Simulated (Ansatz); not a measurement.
# A convergence test on Nb2Sn2O7 (Fd-3m): k mesh of the density

How far can the k mesh of the density be lowered for the gap of Nb2Sn2O7 (Fd-3m)?

Program: Ansatz 0.2.0. Level of theory: DFT, LDA, plane waves, PAW. Values are calculated unless marked as measured.

This is a report of a sequence of runs, with the program logs left out and the cost of each run kept.

## 1. Starting point

Symmetry: Fd-3m, No. 227, cubic system. The conventional cell has a = 10.761 Å, b = 10.761 Å, c = 10.761 Å, α = 90.00°, β = 90.00°, γ = 90.00°. Nearest to Nb lie 6 O at 2.02 Å. Nearest to Sn lie 2 O at 2.33 Å. O has 2 Nb at 2.02 Å nearest. Nearest to O lie 4 Sn at 2.33 Å. Farther neighbours, and contacts between anions beyond the nearest, are not listed.

The cell and positions are those that the Materials Project relaxed with its own functionals (PBE, PBE+U or r2SCAN), kept fixed. The default PAW set here is soft_2. Its files were made with PBE.

## 2. k mesh of the density: 2×2×2

Contents of input.yaml:

```yaml
crystal:
  lattice:
    - [0.0, 5.380295, 5.380295]
    - [5.380295, 0.0, 5.380295]
    - [5.380295, 5.380295, 0.0]
  atoms:
    - { symbol: Nb, position: [0.125, 0.125, 0.125] }
    - { symbol: Nb, position: [0.625, 0.125, 0.125] }
    - { symbol: Nb, position: [0.125, 0.125, 0.625] }
    - { symbol: Nb, position: [0.125, 0.625, 0.125] }
    - { symbol: Sn, position: [0.625, 0.625, 0.125] }
    - { symbol: Sn, position: [0.625, 0.625, 0.625] }
    - { symbol: Sn, position: [0.125, 0.625, 0.625] }
    - { symbol: Sn, position: [0.625, 0.125, 0.625] }
    - { symbol: O, position: [0.061003, 0.438997, 0.061003] }
    - { symbol: O, position: [0.061003, 0.061003, 0.438997] }
    - { symbol: O, position: [0.811003, 0.188997, 0.811003] }
    - { symbol: O, position: [0.061003, 0.438997, 0.438997] }
    - { symbol: O, position: [0.188997, 0.811003, 0.188997] }
    - { symbol: O, position: [0.438997, 0.061003, 0.061003] }
    - { symbol: O, position: [0.188997, 0.188997, 0.811003] }
    - { symbol: O, position: [0.188997, 0.811003, 0.811003] }
    - { symbol: O, position: [0.75, 0.75, 0.75] }
    - { symbol: O, position: [0.811003, 0.188997, 0.188997] }
    - { symbol: O, position: [0.438997, 0.438997, 0.061003] }
    - { symbol: O, position: [0.811003, 0.811003, 0.188997] }
    - { symbol: O, position: [0.5, 0.5, 0.5] }
    - { symbol: O, position: [0.438997, 0.061003, 0.438997] }
kpoints:
  mp_grid: { grid: [2, 2, 2] }
  band_path:
    path:
      - [0.0, 0.0, 0.0]
      - [0.5, 0.0, 0.5]
      - [0.625, 0.25, 0.625]
      - [0.375, 0.375, 0.75]
      - [0.5, 0.5, 0.5]
      - [0.5, 0.25, 0.75]
    npoints: 1
hamiltonian:
  xc: lda
scf:
  occupations: { method: fixed }
  n_extra_bands: 11
output:
  eigenvalues: true
  forces: true
  stress: true
```

The run is started by

```console
ansatz run input.yaml --threads 24 --pin off --max-ram 82944MiB --backend cuda --events-out ev --progress --plain --runs-dir out --devices 1 --max-vram 78GiB
```

Run time: 1.1 s. Hardware: 1 × NVIDIA GB200 (shared by 2 runs) with 24 threads of Arm Neoverse V2, shared host; peak memory 1.1 GiB.

This step gave:

```
pressure             : -12.14 GPa
gap                  : 0.8796 eV
valence top at       : L
conduction bottom at : Γ
least direct gap     : 1.083 eV
```

The gap is indirect, with the least direct gap 0.20 eV higher.

## 3. k mesh of the density: 4×4×4 (the default)

Changes to input.yaml since step 2:

```diff
@@ -29,12 +29,8 @@
 kpoints:
-  mp_grid: { grid: [2, 2, 2] }
+  mp_grid: { grid: [4, 4, 4] }
   band_path:
     path:
-      - [0.0, 0.0, 0.0]
-      - [0.5, 0.0, 0.5]
-      - [0.625, 0.25, 0.625]
-      - [0.375, 0.375, 0.75]
-      - [0.5, 0.5, 0.5]
-      - [0.5, 0.25, 0.75]
-    npoints: 1
+      - [[0.0, 0.0, 0.0], [0.5, 0.0, 0.5], [0.625, 0.25, 0.625]]
+      - [[0.375, 0.375, 0.75], [0.0, 0.0, 0.0], [0.5, 0.5, 0.5], [0.5, 0.25, 0.75], [0.5, 0.0, 0.5]]
+    npoints: 10
 hamiltonian:
@@ -42,3 +38,3 @@
 scf:
-  occupations: { method: fixed }
+  occupations: { method: fermi_dirac, width: 0.02 }
   n_extra_bands: 11
```

It took 2.4 s on 1 × NVIDIA GB200 (shared by 2 runs) with 24 threads; peak memory 1.2 GiB.

This step gave:

| Item | Value |
| --- | --- |
| pressure | -12.47 GPa |
| gap | 0.9394 eV |
| valence top at | L |
| conduction bottom at | Γ |
| least direct gap | 1.147 eV |

The gap is 0.939 eV, +0.060 eV from the run before at this level.

## 4. k mesh of the density: 6×6×6

Changes to input.yaml since step 3:

```diff
@@ -29,8 +29,12 @@
 kpoints:
-  mp_grid: { grid: [4, 4, 4] }
+  mp_grid: { grid: [6, 6, 6] }
   band_path:
     path:
-      - [[0.0, 0.0, 0.0], [0.5, 0.0, 0.5], [0.625, 0.25, 0.625]]
-      - [[0.375, 0.375, 0.75], [0.0, 0.0, 0.0], [0.5, 0.5, 0.5], [0.5, 0.25, 0.75], [0.5, 0.0, 0.5]]
-    npoints: 10
+      - [0.0, 0.0, 0.0]
+      - [0.5, 0.0, 0.5]
+      - [0.625, 0.25, 0.625]
+      - [0.375, 0.375, 0.75]
+      - [0.5, 0.5, 0.5]
+      - [0.5, 0.25, 0.75]
+    npoints: 1
 hamiltonian:
@@ -38,3 +42,3 @@
 scf:
-  occupations: { method: fermi_dirac, width: 0.02 }
+  occupations: { method: fixed }
   n_extra_bands: 11
```

Elapsed: 1.6 s, on 1 × NVIDIA GB200 (shared by 2 runs) with 24 threads; peak memory 1.1 GiB.

This step gave:

```
pressure             : -12.47 GPa
gap                  : 0.9400 eV
valence top at       : L
conduction bottom at : Γ
least direct gap     : 1.148 eV
```

The gap is 0.940 eV, +0.001 eV from the run before at this level.

## 5. The series

Differences are against the last row; a negative gap means that bands overlap, and a run with a band path holds that path's time. Times are wall times on 1 × NVIDIA GB200 (shared by 2 runs) with 24 threads of Arm Neoverse V2, shared host, good to a factor of about two.

```tsv
k mesh of the density	gap (eV)	direct gap (eV)	gap error (eV)	energy error (meV/atom)	irreducible k	time
2×2×2	0.880	1.083	−0.060	+14.6	3	1.1 s
4×4×4	0.939	1.147	−0.001	+0.0	8	2.4 s
6×6×6	0.940	1.148	+0.000	+0.0	16	1.6 s
```

## 6. Summary of results

```yaml
2x2x2: 0.880 eV
4x4x4: 0.939 eV
6x6x6: 0.940 eV
```

In words: The gap holds to 0.02 eV from 4×4×4 on. At 2×2×2 the gap is off by −0.060 eV and the energy by +15 meV/atom. The gap is read over the mesh and added points near the edges, so meshes differ mainly through the density and, for a hybrid, the exchange operator.

[Long decimals in the printed logs are rounded to 6 places.]

[Logs are printed without paths, hosts, clocks, repeated set-up lines and the standing remarks that a program may print on its own settings, such as how far it seeks lower states.]

[Paths, hosts, dates, memory and timing lines, banners, echoed tables and standing remarks are left out of the program output; an Ansatz launch command may be rebuilt from the run's recorded settings. Measured values are a selection of at most five: reports struck by readers or far from the other reports are left out. None is set beside runs whose start may be inverted or whose files or cutoffs have a known fault.]

[Runs of the session that timed out or met a known fault of the program may be left out.]

[Cells called generated may have been cut or substituted from an entry of the Crystallography Open Database or the Materials Project.]

[Hosts, paths, dates, database ids (printed as entryN), source tags and the programs' standing remarks are cut or masked in the printed files.]

[Where the starting crystal was built by hand or by swapping elements, it need not be the compound's stable phase.]
